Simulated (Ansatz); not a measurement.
# W wire along [100], 4 atoms a period: bands along the axis, part 2 of 2

Aim: is the W wire along [100], 4 atoms a period a metal or a semiconductor?

Ansatz 0.2.0; DFT PBE, plane waves, PAW; relaxation of a wire's period; PAW set soft_1 (the session's first sound run).

So far: Set-up; Relaxation of atoms and period.

## (2) Relaxation of atoms and period (continued)

Step by step:

| step | energy less that of the first step (eV) | largest force component (eV/Å) | pressure (GPa) | volume (Å³) |
| --- | --- | --- | --- | --- |
| 1 | 0.0000 | 4.2852 | -7.35 | 315.10 |
| 2 | -1.5558 | 1.7156 | 1.52 | 309.89 |
| 3 | -1.6374 | 0.6171 | 0.03 | 294.51 |
| 4 | -1.7342 | 0.2512 | -0.38 | 303.39 |
| 5 | -1.7378 | 0.0059 | 0.03 | 302.90 |
| 6* | -1.7366 | 0.0060 | 0.03 | 302.90 |

Relaxation steps marked * repeat the geometry before them on a plane-wave basis chosen anew for their cell, so energy and pressure can jump there.

The run keeps the 16 symmetry operations that it works with, so distortions that break them were not tested.

| cell as run | before | after | change |
| --- | --- | --- | --- |
| c (Å) | 3.170 | 3.047 | -3.9 % |

The atoms that moved most (Å, along periodic axes as changes of fractional coordinates times the final cell, across vacuum about the mean position):

| atom | dx | dy | dz | length |
| --- | --- | --- | --- | --- |
| W2 | -0.141 | 0.000 | 0.000 | 0.141 |
| W4 | 0.000 | -0.141 | 0.000 | 0.141 |
| W1 | 0.141 | 0.000 | 0.000 | 0.141 |
| W3 | 0.000 | 0.141 | 0.000 | 0.141 |

The relaxed structure:

```xyz
4
Lattice="9.9700 0.0000 0.0000 0.0000 9.9700 0.0000 0.0000 0.0000 3.0473" Properties=species:S:1:pos:R:3
W     3.5415    4.9850    0.0000
W     6.4285    4.9850    0.0000
W     4.9850    3.5415    1.5236
W     4.9850    6.4285    1.5236
```

Numbers from this step:

- energy at zero smearing: -41533.3272 eV
- cell length along the wire: 3.047 Å

The cell's length comes to 3.047 Å with spin left out.

## (3) Bands of the perfect wire

This step: DFT PBE, plane waves, PAW; bands of a perfect wire; PAW set soft_1 (Ansatz 0.2.0).

At the relaxed period the bands are computed along the axis; those that cross an energy going forward count the channels that a perfect wire would open there.

input.yaml

```yaml
crystal:
  lattice:
    - [9.97, 0.0, 0.0]
    - [0.0, 9.97, 0.0]
    - [0.0, 0.0, 3.0472790632]
  atoms:
    - { symbol: W, position: [0.355213424, 0.5, 0.0] }
    - { symbol: W, position: [0.644786576, 0.5, 0.0] }
    - { symbol: W, position: [0.5, 0.355213424, 0.5] }
    - { symbol: W, position: [0.5, 0.644786576, 0.5] }
kpoints:
  mp_grid: { grid: [1, 1, 27] }
  band_path: { path: ["Γ", Z], npoints: 90 }
scf:
  occupations: { method: fermi_dirac, width: 0.05 }
hamiltonian:
  xc: pbe
  pseudopotentials: { kind: paw, azcp: { folder: soft_1 } }
output:
  dos: { e_range: [-5, 4] }
  write_potential: true
  write_density: true
  volumetric_format: npy
```

Command:

```console
$ ansatz run input.yaml --threads 4 --pin off --max-ram 16384MiB --backend cpu --events-out ev --progress --plain --runs-dir out
```

Numbers of over 12 decimals in the logs are rounded to 6 here.

Output:

```text
[...]
Crystal: 4 atoms, lattice volume = 302.902 Å³
Basis set: ecut = 420 eV, 5959 PW (Γ)
Bands: 34, of which v1, the nominal top of the filled ones, is band 28 counted from 1 (27 counted from 0)
Symmetry: 16 space group operations
[...]
k-points: 14 of 27
[...]
SCF iter   1: F=—  HF=-41539.433727 eV  |F-HF|=—  |Δ(HF+E_count)|=         —  Δρ=4.54e-2  dr2=2.53e1  ethr=3.10e-3  ⟨swp⟩=8.6  Hψ=2389  notcnv=0
[...]
SCF iter  10: F=-41533.344081 eV  HF=-41533.344081 eV  |F-HF|=4.46e-8  |Δ(HF+E_count)|=   3.29e-7  Δρ=3.06e-6  dr2=7.82e-8  ethr=1.79e-10  ⟨swp⟩=6.7  Hψ=2020  notcnv=0
SCF 1 converged in 10 iterations: F = -41533.344081 eV  dr2 = 7.82e-8
[...]
NSCF: frozen V_eff on 91 k-points
WARN: The output density's exchange-correlation potential varies sharply where the density is thin. Do not read a vacuum level from v_tot or v_xc, or from such a field of the output density. On a cell that repeats whose density bears no net charge and no dipole along the vacuum's axis use v_es (v_loc + v_h of the components); under efield.dipole_correction with no amplitude use v_es + v_field, which holds any externa [...]
SCF converged after 10 iterations
Free energy (F): -41533.344081 eV
[...]
Internal energy: -41533.302556 eV  (E = F + TS)
E sigma→0 (E₀):  -41533.323318 eV
Entropy (-TS):   -0.041525 eV (-10.381 meV/atom)
Fermi energy:    2.081204 eV
[...]
--- Band table (eV; the first three rows and the last of 14) ---
  k-point 0: bands = [... 24 lower, 0.4366, 0.8146, 1.3169, 1.5770, 1.5770, 2.2568, 2.2568, 2.3185, ... 2 higher]
  k-point 1: bands = [... 24 lower, 0.3985, 0.8236, 1.3912, 1.6571, 1.6571, 2.2542, 2.2542, 2.3409, ... 2 higher]
  k-point 2: bands = [... 24 lower, 0.2932, 0.8487, 1.5876, 1.8499, 1.8499, 2.2423, 2.2423, 2.4067, ... 2 higher]
  k-point 13: bands = [... 24 lower, 0.6578, 0.8714, 2.2448, 2.2448, 2.6567, 2.7517, 3.5604, 3.5604, ... 2 higher]
```

Wall time 14 s (4 threads of Arm Neoverse N1, shared host); peak memory 0.76 GiB.

Reading the cycles: dr2 is the Hartree energy of the density residual (eV), the measure of convergence; HF is the Harris–Foulkes estimate of the energy, which meets the free energy F at convergence.

Numbers from this step:

```yaml
energy_at_zero_smearing: -41533.3233 eV
band_gap: 0 eV
```

The electronic bands at the labelled points (eV, zero at the Fermi level):

| point | band 25 | band 26 | band 27 | band 28 | band 29 | band 30 | band 31 | band 32 |
| --- | --- | --- | --- | --- | --- | --- | --- | --- |
| Γ | -1.64 | -1.27 | -0.76 | -0.50 | -0.50 | 0.18 | 0.18 | 0.24 |
| halfway | -2.56 | -1.30 | -0.59 | -0.59 | 0.38 | 0.57 | 0.91 | 0.91 |
| Z | -1.30 | -1.30 | 0.19 | 0.19 | 0.62 | 0.62 | 1.48 | 1.48 |

Between Γ and Z the bands cross the Fermi level 3 times, so a perfect wire would conduct at least 3 G₀, with spin left out.

## (4) Outcome

| Property | Result |
| --- | --- |
| cell length, PBE | 3.047 Å |
| ballistic conductance by band crossings, a lower bound, PBE | 3 G₀ |

What this shows: Under PBE the cell's length is 3.05 Å, and the bands cross the Fermi level 3 times between Γ and Z, which gives a perfect wire at least 3 G₀ (opposite crossings within one step of the path cancel in such a count). No spin was allowed, though thin wires with open d shells can turn magnetic. Spin-orbit coupling is left out, which matters for the bands of heavy atoms.

[Logs are printed without paths, hosts, clocks, repeated set-up lines and the standing remarks that a program may print on its own settings, such as how far it seeks lower states.]

[Hosts, paths, dates, database ids (printed as entryN), source tags and the programs' standing remarks are cut or masked in the printed files.]
